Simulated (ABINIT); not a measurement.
# KMgF3 (Pm-3m): G0W0 in ABINIT against the exchange cutoff, part 2 of 2

Wanted: the cheapest exchange cutoff that holds the gap of KMgF3 (Pm-3m).

ABINIT 10.8.3; PBE and many-body steps on it, plane waves. Known limits of the many-body steps: not at the basis limit; coarse k mesh.

So far. Step 2 (Screening, 2×2×2 mesh, 46 bands, screening to 106.1 eV): Local fields lower ε∞ by 6 %. On a Γ-centred mesh this coarse the value itself is usually too large, while a short band sum pulls it down.

### 5. 15.2 Ha

Level of this step: G0W0 on PBE, plane waves, norm-conserving pseudopotentials (ABINIT).

The self-energy is evaluated for the states that the input lists, and the levels follow from it, in one-shot runs by the linearised quasiparticle equation.

Contents of run.abi:

```
acell 3*1.0 Angstrom
rprim 
  3.985900000000 0.000000000000 0.000000000000
  0.000000000000 3.985900000000 0.000000000000
  0.000000000000 0.000000000000 3.985900000000
ntypat 3
znucl 19 12 9
natom 5
typat 1 2 3 3 3
xred 
  0.500000000000 0.500000000000 0.500000000000
  0.000000000000 0.000000000000 0.000000000000
  0.500000000000 0.000000000000 0.000000000000
  0.000000000000 0.500000000000 0.000000000000
  0.000000000000 0.000000000000 0.500000000000
pp_dirpath "pseudos"
pseudos "K.upf, Mg.upf, F.upf"
ecut 38
ngkpt 2 2 2
nshiftk 1
shiftk 0 0 0
kptopt 1
chksymbreak 0
istwfk *1
occopt 1
irdwfk 1
optdriver 4
nband 46
gwcalctyp 0
ecutsigx 15.2
symsigma 1
nkptgw 2
kptgw 
  0.5000000000 0.5000000000 0.5000000000
  0.0000000000 0.0000000000 0.0000000000
bdgw 
  18 23
  18 23
ecuteps 3.9
irdscr 1
ppmodel 1
indata_prefix "in"
outdata_prefix "out"
tmpdata_prefix "tmp"
```

On the command line:

```bash
$ OMP_NUM_THREADS=1 mpirun -n 4 abinit run.abi > log
```

The log of the run:

```text
.Version 10.8.3 of ABINIT. v10.8.2 released Aug 2026.

 Symmetries : space group Pm -3 m (#221); Bravais cP (primitive cubic)
[... echo of the input left out ...]
== DATASET  1 ==================================================================
-   mpi_nproc: 4, omp_nthreads: 1 (-1 if OMP is not activated)

--- !DatasetInfo
iteration_state: {dtset: 1, }
dimensions: {natom: 5, nkpt: 4, mband: 46, nsppol: 1, nspinor: 1, nspden: 1, mpw: 4801, }
cutoff_energies: {ecut:  38.0, pawecutdg:  -1.0, }
[...]
Band     E0 <VxcDFT>   SigX SigC(E0)      Z dSigC/dE  Sig(E)    E-E0       E
[...]
22  10.942 -10.106  -4.662  -2.241   0.904  -0.107  -7.212   2.895  13.836
       23  10.942 -10.106  -4.662  -2.241   0.904  -0.107  -7.212   2.895  13.836

== END DATASET(S) ==============================================================
================================================================================

 -outvars: echo values of variables after computation  --------
           etotal      0.0000000000E+00
            nband          46
             nkpt           4
          spgroup         221
 [... the other variables as echoed above ...]

 Calculation completed.
```

Wall time 4.2 s (4 MPI ranks of Arm Neoverse V1, shared host); peak memory 0.49 GiB; 17 s of CPU time.

Numbers from this step:

| Property | Result |
| --- | --- |
| G0W0 gap on the points computed | 11.12 eV |
| starting gap on the mesh | 7.353 eV |
| k of the valence top | 0.5, 0.5, 0.5 |
| k of the conduction bottom | 0, 0, 0 |
| least direct G0W0 gap on the computed points | 11.49 eV |

The gap on the mesh goes from 7.35 eV to 11.12 eV, a correction of +3.77 eV.

### 6. 26.6 Ha

Changes to run.abi since step 5:

```diff
@@ -29,3 +29,3 @@
 gwcalctyp 0
-ecutsigx 15.2
+ecutsigx 26.6
 symsigma 1
```

The log of the run:

```text
.Version 10.8.3 of ABINIT. v10.8.2 released Aug 2026.

 Symmetries : space group Pm -3 m (#221); Bravais cP (primitive cubic)
[... echo of the input left out ...]
== DATASET  1 ==================================================================
-   mpi_nproc: 4, omp_nthreads: 1 (-1 if OMP is not activated)

--- !DatasetInfo
iteration_state: {dtset: 1, }
dimensions: {natom: 5, nkpt: 4, mband: 46, nsppol: 1, nspinor: 1, nspden: 1, mpw: 4801, }
cutoff_energies: {ecut:  38.0, pawecutdg:  -1.0, }
[...]
Band     E0 <VxcDFT>   SigX SigC(E0)      Z dSigC/dE  Sig(E)    E-E0       E
[...]
22  10.942 -10.106  -4.677  -2.241   0.904  -0.107  -7.226   2.881  13.822
       23  10.942 -10.106  -4.677  -2.241   0.904  -0.107  -7.226   2.881  13.822

== END DATASET(S) ==============================================================
================================================================================

 -outvars: echo values of variables after computation  --------
           etotal      0.0000000000E+00
            nband          46
             nkpt           4
          spgroup         221
 [... the other variables as echoed above ...]

 Calculation completed.
```

Run time: 4.3 s. Hardware: 4 MPI ranks; peak memory 0.52 GiB; 17 s of CPU time.

This step gave:

* G0W0 gap on the points computed: 11.33 eV
* starting gap on the mesh: 7.353 eV
* k of the valence top: 0.5, 0.5, 0.5
* k of the conduction bottom: 0, 0, 0
* least direct G0W0 gap on the computed points: 11.69 eV

Against the run before, the gap moves by +0.211 eV.

### 7. 38 Ha

Changes to run.abi since step 6:

```diff
@@ -29,3 +29,3 @@
 gwcalctyp 0
-ecutsigx 26.6
+ecutsigx 38
 symsigma 1
```

The log of the run:

```text
.Version 10.8.3 of ABINIT. v10.8.2 released Aug 2026.

 Symmetries : space group Pm -3 m (#221); Bravais cP (primitive cubic)
[... echo of the input left out ...]
== DATASET  1 ==================================================================
-   mpi_nproc: 4, omp_nthreads: 1 (-1 if OMP is not activated)

--- !DatasetInfo
iteration_state: {dtset: 1, }
dimensions: {natom: 5, nkpt: 4, mband: 46, nsppol: 1, nspinor: 1, nspden: 1, mpw: 4801, }
cutoff_energies: {ecut:  38.0, pawecutdg:  -1.0, }
[...]
Band     E0 <VxcDFT>   SigX SigC(E0)      Z dSigC/dE  Sig(E)    E-E0       E
[...]
22  10.942 -10.106  -4.678  -2.241   0.904  -0.107  -7.226   2.880  13.822
       23  10.942 -10.106  -4.678  -2.241   0.904  -0.107  -7.226   2.880  13.822

== END DATASET(S) ==============================================================
================================================================================

 -outvars: echo values of variables after computation  --------
           etotal      0.0000000000E+00
            nband          46
             nkpt           4
          spgroup         221
 [... the other variables as echoed above ...]

 Calculation completed.
```

Wall time 4.5 s (4 MPI ranks); peak memory 0.62 GiB.

Numbers from this step:

```
G0W0 gap on the points computed              : 11.37 eV
starting gap on the mesh                     : 7.353 eV
k of the valence top                         : 0.5, 0.5, 0.5
k of the conduction bottom                   : 0, 0, 0
least direct G0W0 gap on the computed points : 11.73 eV
```

Against the run before, the gap moves by +0.034 eV.

### 8. The runs together

Times are wall times on 4 MPI ranks of Arm Neoverse V1, shared host, good to a factor of about two. A run's time includes the screening step that it read.

| run | mesh | bands | screening cutoff (eV) | DFT gap (eV) | gap on the mesh (eV) | direct (eV) | ε∞ used | time |
| --- | --- | --- | --- | --- | --- | --- | --- | --- |
| 3.8 Ha | 2×2×2 | 46 | 106.1 | 7.353 | 9.263 | 9.671 | 1.98 | 9.3 s |
| 7.6 Ha | 2×2×2 | 46 | 106.1 | 7.353 | 10.451 | 10.836 | 1.98 | 9.6 s |
| 15.2 Ha | 2×2×2 | 46 | 106.1 | 7.353 | 11.122 | 11.488 | 1.98 | 9.7 s |
| 26.6 Ha | 2×2×2 | 46 | 106.1 | 7.353 | 11.333 | 11.694 | 1.98 | 9.8 s |
| 38 Ha | 2×2×2 | 46 | 106.1 | 7.353 | 11.367 | 11.726 | 1.98 | 10 s |

### 9. Summary of results

* 3.8 Ha: 9.263 eV
* 7.6 Ha: 10.451 eV
* 15.2 Ha: 11.122 eV
* 26.6 Ha: 11.333 eV
* 38 Ha: 11.367 eV
* known limits: not at the basis limit; coarse k mesh

What this shows: The setting moved: exchange cutoff. From 3.8 Ha to 38 Ha the gap moves by +2.10 eV. The last step still moves it by +0.034 eV. Bands and screening cutoff are coupled, so a series along one setting does not show full convergence. Below the screening cutoff the correlation part is cut too. Bands and cutoff are finite, so the gap is not at the basis limit. The miss can reach some tenths of an eV and take either sign; the mesh is an error of its own. In the G0W0 runs levels were corrected at 2 k points alone, so a gap called «on the mesh» is the least over those, and an edge elsewhere would be missed. The 2×2×2 mesh is coarse for this cell, which bears on the long-range parts of exchange and screening. This is the ideal cubic cell; many perovskites, halides above all, are cubic only on average, and local tilts or off-centring can widen the gap.

[Paths, hosts, dates, memory and timing lines, banners, echoed tables and standing remarks are left out of the program output.]

[Logs are printed without paths, hosts, clocks, repeated set-up lines and the standing remarks that a program may print on its own settings, such as how far it seeks lower states.]

[Runs of the session that timed out or met a known fault of the program may be left out.]

[Hosts, paths, dates, database ids (printed as entryN), source tags and the programs' standing remarks are cut or masked in the printed files.]

[G0W0 gaps are taken among the corrected bands and points alone; a level outside them can change the order at an edge.]

[Where Ansatz stands beside ABINIT at settings called matched, ABINIT's density can come from a denser mesh and the files from another edition; pairs whose starting gaps differed by over 0.03 eV were left out, so agreement reads better than it is.]
